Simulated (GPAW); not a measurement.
**B K-edge XANES of AgB2 (P6/mmm)**

Aim: the near-edge shape at the B K edge of AgB2 (P6/mmm), and what the core hole does to it.

Method: X-ray absorption from dipole matrix elements to empty bands, plane-wave PAW PBE, in GPAW 26.7.0.

This is a report of a sequence of runs, with most program output left out.

### 1. The starting structure

Symmetry: P6/mmm, No. 191, hexagonal system. Conventional cell: a = 3.000 Å, b = 3.000 Å, c = 3.240 Å, α = 90.00°, β = 90.00°, γ = 120.00°. Nearest to Ag lie 12 B at 2.37 Å. Nearest to B lie 3 B at 1.73 Å and 6 Ag at 2.37 Å. Farther neighbours are not listed.

Structure file:

```
Ag B
1.0
     3.00000    0.00000    0.00000
    -1.50000    2.59808    0.00000
     0.00000    0.00000    3.24000
Ag B
1 2
Cartesian
  0.0000 0.0000 0.0000
  1.5000 0.8660 1.6200
  0.0000 1.7321 1.6200
```

### 2. Ground state of the crystal

A plain self-consistent run shows whether there is a gap, which decides the set-up of the core-hole run.

scf.py reads:

```python
import numpy as np
from ase import Atoms
from ase.parallel import parprint, paropen
from gpaw import GPAW, PW, FermiDirac, Mixer, MixerDif, setup_paths
from gpaw.test import gen
setup_paths.insert(0, '.')
gen('B', name='nch1s', xcname='PBE', corehole=(1, 0, 0), write_xml=True)
from gpaw.mpi import world
world.barrier()

atoms = Atoms('AgB2',
    cell=[[3, 0, 0],
     [-1.5, 2.59807621, 0],
     [0, 0, 3.24]],
    scaled_positions=[[0, 0, 0],
     [0.66666667, 0.33333333, 0.5],
     [0.33333333, 0.66666667, 0.5]],
    pbc=True)
atoms.calc = calc = GPAW(legacy_gpaw=True, mode=PW(430), xc='PBE', setups={1: 'nch1s'},
    kpts={'size': (9, 9, 8), 'gamma': True}, occupations=FermiDirac(0.05),
    charge=0, mixer=Mixer(0.1, 5, 50), maxiter=150,
    convergence={'density': 0.0001}, txt='scf.txt')
energy = atoms.get_potential_energy() + calc.get_reference_energy()
ef = calc.get_fermi_level()
out = dict(energy=energy, fermi=ef, forces=atoms.get_forces().tolist())
parprint(f'all-electron energy {energy:.4f} eV, Fermi level {ef:.4f} eV')
ev = np.array([[calc.get_eigenvalues(k, s) for k in range(len(calc.get_ibz_k_points()))] for s in range(calc.get_number_of_spins())])
out['homo'], out['lumo'], out['counts'] = ev[ev < ef].max(), ev[ev > ef].min(), sorted(set((ev < ef).sum((0, 2)).tolist()))
out['filled'] = (ev[:, 0] < ef).sum(1).tolist()
import json
with paropen('out.json', 'w') as f:
    json.dump(out, f)
```

Launch:

```
> OMP_NUM_THREADS=1 mpirun -n 4 gpaw python scf.py
```

Run time: 4.3 s. Hardware: 4 MPI ranks of Arm Neoverse V2, shared host; peak memory 0.17 GiB.

The mesh shows no gap, so the system is treated as a metal and the core electron is put at the Fermi level (neutral cell).

### 3. Spectrum without a core hole, B atom 2

This cheap baseline ignores the attraction of the hole: it shows the absorber's empty states as they are in the ground state. The data set with a hole of occupation 0 only carries the core orbital.

The absorber has 3 B at 1.73 Å (trigonal planar, site symmetry -6m2).

xas.py reads:

```python
import numpy as np
from ase import Atoms
from ase.parallel import parprint, paropen
from gpaw import GPAW, PW, FermiDirac, Mixer, MixerDif, setup_paths
from gpaw.test import gen
setup_paths.insert(0, '.')
gen('B', name='nch1s', xcname='PBE', corehole=(1, 0, 0), write_xml=True)
from gpaw.mpi import world
world.barrier()

atoms = Atoms('AgB2',
    cell=[[3, 0, 0],
     [-1.5, 2.59807621, 0],
     [0, 0, 3.24]],
    scaled_positions=[[0, 0, 0],
     [0.66666667, 0.33333333, 0.5],
     [0.33333333, 0.66666667, 0.5]],
    pbc=True)
atoms.calc = calc = GPAW(legacy_gpaw=True, mode=PW(430), xc='PBE', setups={1: 'nch1s'},
    kpts={'size': (13, 13, 10), 'gamma': True}, occupations=FermiDirac(0.1),
    charge=0, mixer=Mixer(0.1, 5, 50), maxiter=150,
    convergence={'density': 0.0001}, txt='scf.txt')
energy = atoms.get_potential_energy() + calc.get_reference_energy()
ef = calc.get_fermi_level()
out = dict(energy=energy, fermi=ef, forces=atoms.get_forces().tolist())
parprint(f'all-electron energy {energy:.4f} eV, Fermi level {ef:.4f} eV')
ev = np.array([[calc.get_eigenvalues(k, s) for k in range(len(calc.get_ibz_k_points()))] for s in range(calc.get_number_of_spins())])
out['homo'], out['lumo'], out['counts'] = ev[ev < ef].max(), ev[ev > ef].min(), sorted(set((ev < ef).sum((0, 2)).tolist()))
out['filled'] = (ev[:, 0] < ef).sum(1).tolist()

from ase.units import Ha
from gpaw.xas import dipole_matrix_elements
nb = int(calc.get_number_of_electrons() / 2) + 18
top = nb
nscf = calc.fixed_density(kpts={'size': (12, 12, 9), 'gamma': True},
    convergence={'eigenstates': 1.0}, txt='nscf.txt')
nscf.diagonalize_full_hamiltonian(nbands=nb)
cell = atoms.cell.array
ops = [cell.T @ U.T @ np.linalg.inv(cell.T) for U in nscf.wfs.kd.symmetry.op_scc]
E = np.arange(-25, 34, 0.1)
fwhm = np.interp(E, [4, 25], [0.9, 3.5])
Y, X, zero, highest = 0, 0, 1e9, 1e9
for spin in range(nscf.get_number_of_spins()):
    wfs = nscf.wfs
    A = dipole_matrix_elements(wfs.setups[1])
    eps = np.zeros((wfs.kd.nibzkpts, nb))
    d = np.zeros((3, A.shape[1], wfs.kd.nibzkpts, nb), complex)
    for kpt in wfs.kpt_u:
        if kpt.s == spin and 1 in kpt.P_ani:
            eps[kpt.k] = kpt.eps_n * Ha
            d[:, :, kpt.k] = (kpt.weight * wfs.nspins / 2) ** 0.5 * np.inner(A, kpt.P_ani[1])
    world.sum(eps)
    world.sum(d)
    T = np.einsum('amkn,bmkn->abkn', d, d.conj()).real
    T = sum(np.einsum('ai,ijkn,bj->abkn', R, T, R) for R in ops) / len(ops)
    empty = eps > ef
    zero, highest = min(zero, eps[empty].min()), min(highest, eps[:, top - 1].min())
    lines = [(eps, T, empty)] if spin == 0 else lines + [(eps, T, empty)]
for eps, T, empty in lines:
    f = np.einsum('aakn->akn', T).reshape(3, -1)
    x = eps.ravel() - zero
    w = np.interp(x, E, fwhm) / 2.35482
    g = np.exp(-0.5 * ((E[:, None] - x) / w) ** 2) / (w * (2 * np.pi) ** 0.5)
    Y = Y + (f * empty.ravel()) @ g.T
    X = X + (f * ~empty.ravel()) @ g.T
out.update(E=E.round(2).tolist(), xas=Y.tolist(), xes=X.tolist(), zero=zero, valid=highest - zero, nk=len(eps), nb=nb)
for i in range(0, len(E), 10):
    parprint(f'{E[i]:7.2f}', *(f'{v:10.3e}' for v in Y[:, i]))
import json
with paropen('out.json', 'w') as f:
    json.dump(out, f)
```

Launch:

```
> OMP_NUM_THREADS=1 mpirun -n 4 gpaw python xas.py
```

The job ended after 15 s (4 MPI ranks; peak memory 0.21 GiB; 60 s of CPU time).

The B K spectrum, B atom 2, no core hole (energy from the lowest empty level; intensity scaled to a mean of 1 over the first 20 eV; polarised curves are means over the symmetry-equivalent atoms):

```
E (eV)  isotropic  ε ⊥ c  ε ∥ c
  -2.0       0.00   0.00   0.00
  -1.5       0.00   0.00   0.00
  -1.0       0.00   0.01   0.00
  -0.5       0.08   0.11   0.04
   0.0       0.38   0.45   0.24
   0.5       0.50   0.45   0.59
   1.0       0.38   0.14   0.84
   1.5       0.35   0.03   0.99
   2.0       0.40   0.02   1.14
   2.5       0.40   0.02   1.16
   3.0       0.45   0.02   1.31
   3.5       0.47   0.03   1.37
   4.0       0.52   0.03   1.52
   4.5       0.58   0.04   1.67
   5.0       0.59   0.07   1.61
   5.5       0.64   0.18   1.55
   6.0       0.82   0.40   1.64
   6.5       1.03   0.69   1.72
   7.0       1.13   0.93   1.52
   7.5       1.09   1.06   1.16
   8.0       1.00   1.06   0.88
   8.5       0.94   1.01   0.81
   9.0       1.04   1.08   0.95
   9.5       1.22   1.26   1.15
  10.0       1.31   1.34   1.24
  10.5       1.22   1.23   1.18
  11.0       1.07   1.09   1.05
  11.5       1.01   1.04   0.95
  12.0       1.04   1.07   0.97
  12.5       1.08   1.10   1.04
  13.0       1.11   1.12   1.10
  13.5       1.16   1.15   1.18
  14.0       1.24   1.20   1.30
  14.5       1.33   1.28   1.45
  15.0       1.40   1.35   1.49
  15.5       1.41   1.42   1.37
  16.0       1.38   1.51   1.13
  16.5       1.37   1.64   0.85
  17.0       1.42   1.83   0.60
  17.5       1.51   2.04   0.43
  18.0       1.57   2.19   0.32
  18.5       1.54   2.18   0.26
  19.0       1.39   1.97   0.23
  19.5       1.15   1.61   0.23
  20.0       0.89   1.21   0.26
  20.5       0.68   0.86   0.32
  21.0       0.53   0.60   0.40
  21.5       0.45   0.43   0.49
  22.0       0.41   0.33   0.57
  22.5       0.40   0.28   0.64
  23.0       0.40   0.25   0.70
  23.5       0.42   0.26   0.75
  24.0       0.45   0.28   0.78
  24.5       0.47   0.31   0.79
  25.0       0.50   0.36   0.79
  25.5       0.53   0.40   0.78
  26.0       0.55   0.45   0.77
  26.5       0.58   0.49   0.75
  27.0       0.61   0.54   0.74
  27.5       0.63   0.58   0.73
  28.0       0.65   0.63   0.71
  28.5       0.68   0.67   0.70
  29.0       0.70   0.70   0.69
  29.5       0.71   0.73   0.68
  30.0       0.73   0.75   0.68
```

Main maxima below 24 eV (height): 0.4 eV (0.51), 7.1 eV (1.13), 10.0 eV (1.31), 15.3 eV (1.41) and 18.1 eV (1.57). A K edge sees empty p states on the absorber.

The same matrix elements for filled bands give the B K emission of B atom 2 (ground-state approximation; energy from the lowest empty level, largest value 1):

```csv
E (eV),emission
-24.00,0.00
-23.25,0.00
-22.50,0.00
-21.75,0.00
-21.00,0.00
-20.25,0.00
-19.50,0.00
-18.75,0.00
-18.00,0.00
-17.25,0.00
-16.50,0.00
-15.75,0.00
-15.00,0.00
-14.25,0.00
-13.50,0.01
-12.75,0.03
-12.00,0.05
-11.25,0.10
-10.50,0.10
-9.75,0.12
-9.00,0.23
-8.25,0.31
-7.50,0.50
-6.75,0.75
-6.00,0.38
-5.25,0.12
-4.50,0.18
-3.75,0.41
-3.00,0.52
-2.25,0.44
-1.50,0.63
-0.75,0.93
0.00,0.71
0.75,0.05
1.50,0.00
2.25,0.00
3.00,0.00
```

Emission maxima: -6.8 eV (0.76), -3.2 eV (0.52) and -0.4 eV (1.00).

### 4. Supercell without a hole, the energy reference

The photon energy needs a difference of total energies, so the cell and mesh of the coming hole run are first run without a hole.

scf.py, as its differences from that of step 2:

```diff
@@ -10,12 +10,36 @@
 
-atoms = Atoms('AgB2',
-    cell=[[3, 0, 0],
-     [-1.5, 2.59807621, 0],
-     [0, 0, 3.24]],
+atoms = Atoms('Ag9B18',
+    cell=[[-4.5, 2.59807621, -3.24],
+     [-4.5, -2.59807621, 3.24],
+     [0, 5.19615242, 3.24]],
     scaled_positions=[[0, 0, 0],
-     [0.66666667, 0.33333333, 0.5],
-     [0.33333333, 0.66666667, 0.5]],
+     [0.33333333, 0.33333333, 0],
+     [0.33333333, 0, 0.33333333],
+     [0.66666667, 0.66666667, 0],
+     [0, 0.66666667, 0.33333333],
+     [0.66666667, 0.33333333, 0.33333333],
+     [0, 0.33333333, 0.66666667],
+     [0.66666667, 0, 0.66666667],
+     [0.33333333, 0.66666667, 0.66666667],
+     [0.72222222, 0.94444444, 0.27777778],
+     [0.05555556, 0.27777778, 0.27777778],
+     [0.05555556, 0.94444444, 0.61111111],
+     [0.38888889, 0.61111111, 0.27777778],
+     [0.72222222, 0.61111111, 0.61111111],
+     [0.38888889, 0.27777778, 0.61111111],
+     [0.72222222, 0.27777778, 0.94444444],
+     [0.38888889, 0.94444444, 0.94444444],
+     [0.05555556, 0.61111111, 0.94444444],
+     [0.94444444, 0.05555556, 0.38888889],
+     [0.27777778, 0.38888889, 0.38888889],
+     [0.27777778, 0.05555556, 0.72222222],
+     [0.61111111, 0.72222222, 0.38888889],
+     [0.94444444, 0.72222222, 0.72222222],
+     [0.61111111, 0.38888889, 0.72222222],
+     [0.94444444, 0.38888889, 0.05555556],
+     [0.61111111, 0.05555556, 0.05555556],
+     [0.27777778, 0.72222222, 0.05555556]],
     pbc=True)
-atoms.calc = calc = GPAW(legacy_gpaw=True, mode=PW(430), xc='PBE', setups={1: 'nch1s'},
-    kpts={'size': (9, 9, 8), 'gamma': True}, occupations=FermiDirac(0.05),
+atoms.calc = calc = GPAW(legacy_gpaw=True, mode=PW(430), xc='PBE', setups={9: 'nch1s'},
+    kpts={'size': (4, 4, 4), 'gamma': True}, occupations=FermiDirac(0.1),
     charge=0, mixer=Mixer(0.1, 5, 50), maxiter=150,
```

Launch:

```
> OMP_NUM_THREADS=1 mpirun -n 4 gpaw python scf.py
```

The job ended after 2.6 min (4 MPI ranks; peak memory 0.5 GiB; 10 min of CPU time).

Reference energy: -1313551.011 eV with the cores included.

### 5. Spectrum with XCH, B atom 2

The holes are 6.1 Å apart. In GPAW the data set carries the hole's charge, so charge=0 means a charged cell and charge=-1 a neutral one. The excited electron is kept in the cell, where it fills the lowest empty states and screens the hole. After the field has converged, empty bands are computed with the density fixed and the dipole matrix elements are summed.

xas.py reads:

```python
import numpy as np
from ase import Atoms
from ase.parallel import parprint, paropen
from gpaw import GPAW, PW, FermiDirac, Mixer, MixerDif, setup_paths
from gpaw.test import gen
setup_paths.insert(0, '.')
gen('B', name='fch1s', xcname='PBE', corehole=(1, 0, 1), write_xml=True)
from gpaw.mpi import world
world.barrier()

atoms = Atoms('Ag9B18',
    cell=[[-4.5, 2.59807621, -3.24],
     [-4.5, -2.59807621, 3.24],
     [0, 5.19615242, 3.24]],
    scaled_positions=[[0, 0, 0],
     [0.33333333, 0.33333333, 0],
     [0.33333333, 0, 0.33333333],
     [0.66666667, 0.66666667, 0],
     [0, 0.66666667, 0.33333333],
     [0.66666667, 0.33333333, 0.33333333],
     [0, 0.33333333, 0.66666667],
     [0.66666667, 0, 0.66666667],
     [0.33333333, 0.66666667, 0.66666667],
     [0.72222222, 0.94444444, 0.27777778],
     [0.05555556, 0.27777778, 0.27777778],
     [0.05555556, 0.94444444, 0.61111111],
     [0.38888889, 0.61111111, 0.27777778],
     [0.72222222, 0.61111111, 0.61111111],
     [0.38888889, 0.27777778, 0.61111111],
     [0.72222222, 0.27777778, 0.94444444],
     [0.38888889, 0.94444444, 0.94444444],
     [0.05555556, 0.61111111, 0.94444444],
     [0.94444444, 0.05555556, 0.38888889],
     [0.27777778, 0.38888889, 0.38888889],
     [0.27777778, 0.05555556, 0.72222222],
     [0.61111111, 0.72222222, 0.38888889],
     [0.94444444, 0.72222222, 0.72222222],
     [0.61111111, 0.38888889, 0.72222222],
     [0.94444444, 0.38888889, 0.05555556],
     [0.61111111, 0.05555556, 0.05555556],
     [0.27777778, 0.72222222, 0.05555556]],
    pbc=True)
atoms.calc = calc = GPAW(legacy_gpaw=True, mode=PW(430), xc='PBE', setups={9: 'fch1s'},
    kpts={'size': (4, 4, 4), 'gamma': True}, occupations=FermiDirac(0.1),
    charge=-1, mixer=Mixer(0.1, 5, 50), maxiter=150,
    convergence={'density': 0.0001}, txt='scf.txt')
energy = atoms.get_potential_energy() + calc.get_reference_energy()
ef = calc.get_fermi_level()
out = dict(energy=energy, fermi=ef, forces=atoms.get_forces().tolist())
parprint(f'all-electron energy {energy:.4f} eV, Fermi level {ef:.4f} eV')
ev = np.array([[calc.get_eigenvalues(k, s) for k in range(len(calc.get_ibz_k_points()))] for s in range(calc.get_number_of_spins())])
out['homo'], out['lumo'], out['counts'] = ev[ev < ef].max(), ev[ev > ef].min(), sorted(set((ev < ef).sum((0, 2)).tolist()))
out['filled'] = (ev[:, 0] < ef).sum(1).tolist()

from ase.units import Ha
from gpaw.xas import dipole_matrix_elements
nb = int(calc.get_number_of_electrons() / 2) + 138
top, nb = nb, nb + 8 + nb // 12
nscf = calc.fixed_density(kpts={'size': (5, 5, 5), 'gamma': True}, nbands=nb,
    convergence={'bands': top, 'eigenstates': 1e-5}, maxiter=60, txt='nscf.txt')
cell = atoms.cell.array
ops = [cell.T @ U.T @ np.linalg.inv(cell.T) for U in nscf.wfs.kd.symmetry.op_scc]
E = np.arange(-6, 34, 0.1)
fwhm = np.interp(E, [4, 25], [0.9, 3.5])
Y, X, zero, highest = 0, 0, 1e9, 1e9
for spin in range(nscf.get_number_of_spins()):
    wfs = nscf.wfs
    A = dipole_matrix_elements(wfs.setups[9])
    eps = np.zeros((wfs.kd.nibzkpts, nb))
    d = np.zeros((3, A.shape[1], wfs.kd.nibzkpts, nb), complex)
    for kpt in wfs.kpt_u:
        if kpt.s == spin and 9 in kpt.P_ani:
            eps[kpt.k] = kpt.eps_n * Ha
            d[:, :, kpt.k] = (kpt.weight * wfs.nspins / 2) ** 0.5 * np.inner(A, kpt.P_ani[9])
    world.sum(eps)
    world.sum(d)
    T = np.einsum('amkn,bmkn->abkn', d, d.conj()).real
    T = sum(np.einsum('ai,ijkn,bj->abkn', R, T, R) for R in ops) / len(ops)
    empty = eps > ef
    zero, highest = min(zero, eps[empty].min()), min(highest, eps[:, top - 1].min())
    lines = [(eps, T, empty)] if spin == 0 else lines + [(eps, T, empty)]
for eps, T, empty in lines:
    f = np.einsum('aakn->akn', T).reshape(3, -1)
    x = eps.ravel() - zero
    w = np.interp(x, E, fwhm) / 2.35482
    g = np.exp(-0.5 * ((E[:, None] - x) / w) ** 2) / (w * (2 * np.pi) ** 0.5)
    Y = Y + (f * empty.ravel()) @ g.T
    X = X + (f * ~empty.ravel()) @ g.T
out.update(E=E.round(2).tolist(), xas=Y.tolist(), xes=X.tolist(), zero=zero, valid=highest - zero, nk=len(eps), nb=nb)
for i in range(0, len(E), 10):
    parprint(f'{E[i]:7.2f}', *(f'{v:10.3e}' for v in Y[:, i]))
import json
with paropen('out.json', 'w') as f:
    json.dump(out, f)
```

Launch:

```
> OMP_NUM_THREADS=1 mpirun -n 4 gpaw python xas.py
```

The job ended after 12 min (4 MPI ranks; peak memory 1.1 GiB).

The B K spectrum, B atom 2, excited-electron core hole (neutral cell) (energy from the lowest empty level; intensity scaled to a mean of 1 over the first 20 eV; polarised curves are means over the symmetry-equivalent atoms):

```csv
E (eV),isotropic,ε ⊥ c,ε ∥ c
-2.00,0.00,0.00,0.00
-1.25,0.00,0.00,0.00
-0.50,0.05,0.01,0.12
0.25,0.42,0.07,1.12
1.00,0.71,0.04,2.04
1.75,0.89,0.02,2.62
2.50,0.70,0.02,2.05
3.25,0.65,0.03,1.87
4.00,0.59,0.05,1.68
4.75,0.65,0.17,1.59
5.50,0.95,0.75,1.34
6.25,1.52,1.76,1.05
7.00,1.68,2.12,0.79
7.75,1.46,1.86,0.67
8.50,1.41,1.71,0.80
9.25,1.42,1.64,0.98
10.00,1.26,1.41,0.95
10.75,1.03,1.13,0.82
11.50,1.00,1.12,0.76
12.25,1.12,1.25,0.85
13.00,1.22,1.34,0.97
13.75,1.25,1.36,1.04
14.50,1.23,1.37,0.96
15.25,1.16,1.36,0.75
16.00,1.02,1.30,0.48
16.75,0.92,1.24,0.29
17.50,0.86,1.18,0.20
18.25,0.72,0.99,0.18
19.00,0.52,0.68,0.19
19.75,0.35,0.40,0.26
20.50,0.29,0.24,0.38
21.25,0.29,0.18,0.53
22.00,0.32,0.16,0.65
22.75,0.36,0.17,0.73
23.50,0.39,0.20,0.77
24.25,0.43,0.26,0.77
25.00,0.47,0.34,0.73
25.75,0.50,0.41,0.68
26.50,0.54,0.49,0.65
27.25,0.58,0.56,0.62
28.00,0.61,0.61,0.61
```

Main maxima below 24 eV (height): 1.8 eV (0.89), 6.8 eV (1.70) and 13.9 eV (1.25). 

The total-energy difference is 192.45 eV. One term is added: -5.59 eV, since the hole is spin-paired here and a spin-polarised one costs that much less in the free atom (computed apart). The photon energy is then 186.86 eV. The functional leaves an error of a few eV in such absolute values.

### 6. Spectrum with FCH, B atom 2

The holes are 6.1 Å apart. In GPAW the data set carries the hole's charge, so charge=0 means a charged cell and charge=-1 a neutral one. The excited electron is left out and a uniform background balances the charge. After the field has converged, empty bands are computed with the density fixed and the dipole matrix elements are summed.

Changed against the first core-hole run: core hole to FCH.

xas.py, as its differences from that of step 5:

```diff
@@ -44,3 +44,3 @@
     kpts={'size': (4, 4, 4), 'gamma': True}, occupations=FermiDirac(0.1),
-    charge=-1, mixer=Mixer(0.1, 5, 50), maxiter=150,
+    charge=0, mixer=Mixer(0.1, 5, 50), maxiter=150,
     convergence={'density': 0.0001}, txt='scf.txt')
```

Wall time 13 min (4 MPI ranks); peak memory 1.1 GiB; 50 min of CPU time.

```csv
E (eV),first run,this run
-2.0,0.00,0.00
-1.0,0.00,0.00
0.0,0.27,0.32
1.0,0.71,0.68
2.0,0.87,0.89
3.0,0.70,0.70
4.0,0.59,0.58
5.0,0.70,0.66
6.0,1.34,1.22
7.0,1.68,1.69
8.0,1.42,1.44
9.0,1.43,1.42
10.0,1.26,1.31
11.0,0.99,1.01
12.0,1.07,1.05
13.0,1.22,1.20
14.0,1.25,1.25
15.0,1.19,1.20
16.0,1.02,1.05
17.0,0.90,0.92
18.0,0.78,0.80
19.0,0.52,0.55
20.0,0.32,0.33
21.0,0.29,0.28
22.0,0.32,0.31
23.0,0.37,0.36
24.0,0.42,0.41
25.0,0.47,0.46
26.0,0.52,0.51
27.0,0.57,0.56
28.0,0.61,0.60
```

Against the first run the r.m.s. difference is 3 %. The highest intensity below 16 eV goes from 6.8 eV (1.70) to 6.9 eV (1.69).

The photon energy of the zero moves by -0.03 eV.

### 7. What the core hole does

Both curves are counted from their own zero, so only the shift of weight within the empty states shows.

```
E (eV)  no hole   XCH
  -2.0     0.00  0.00
  -1.0     0.00  0.00
   0.0     0.38  0.27
   1.0     0.38  0.71
   2.0     0.40  0.87
   3.0     0.45  0.70
   4.0     0.52  0.59
   5.0     0.59  0.70
   6.0     0.82  1.34
   7.0     1.13  1.68
   8.0     1.00  1.42
   9.0     1.04  1.43
  10.0     1.31  1.26
  11.0     1.07  0.99
  12.0     1.04  1.07
  13.0     1.11  1.22
  14.0     1.24  1.25
  15.0     1.40  1.19
  16.0     1.38  1.02
  17.0     1.42  0.90
  18.0     1.57  0.78
  19.0     1.39  0.52
  20.0     0.89  0.32
  21.0     0.53  0.29
  22.0     0.41  0.32
  23.0     0.40  0.37
  24.0     0.45  0.42
  25.0     0.50  0.47
  26.0     0.55  0.52
  27.0     0.61  0.57
  28.0     0.65  0.61
```

With each curve scaled to its own mean, the area from −2 to 6 eV with the hole is 4.4 against 3.1, and the centre of weight from −1 to 20 eV moves by -1.8 eV: the hole pulls the absorber's empty states down.

### 8. Summary of results

- absorber and edge: B K, atom 2 of the ground-state input (counted from 1)
- surroundings: 3 B at 1.73 Å (trigonal planar, site symmetry -6m2)
- highest intensity below 16 eV: 6.8 eV above the zero, height 1.70
- photon energy of the zero, with the added terms: 186.9 eV (raw 192.5 eV; uncertain by a few eV)

In words: The B K edge of atom 2, with 3 B at 1.73 Å (trigonal planar, site symmetry -6m2), has its highest intensity of the first 16 eV at 6.8 eV above the zero, near 194 eV in photon energy (uncertain by a few eV), 1.7 times the mean level of the first 20 eV (Gaussian full width 0.9 eV up to 4 eV, rising linearly to 3.5 eV at 25 eV). With each curve scaled to its own mean, the area from −2 to 6 eV with the hole is 4.4 against 3.1, and the centre of weight from −1 to 20 eV moves by -1.8 eV: the hole pulls the absorber's empty states down. Changing the core hole to FCH alters the shape by 3 % r.m.s., so the result is insensitive to this choice. At the B K edge of atom 2 polarisation matters most near 1.8 eV, where the curves differ by 2.6 on this scale. The holes are only 6.1 Å apart, so the shape is probably not converged with cell size; no larger cell was run here. The structure is a published determination, not relaxed.

[Logs are printed without paths, hosts, clocks, repeated set-up lines and the standing remarks that a program may print on its own settings, such as how far it seeks lower states.]

[Hosts, paths, dates, database ids (printed as entryN), source tags and the programs' standing remarks are cut or masked in the printed files.]

[Lists of maxima count a maximum above −3 eV only where it reaches 4 % of the highest in the window and stands out from its surroundings by 2 % of it (1.5 % where it reaches 55 %); shoulders and weaker maxima are passed over, and of the rest the first, up to two pre-edge ones and the few strongest are named.]
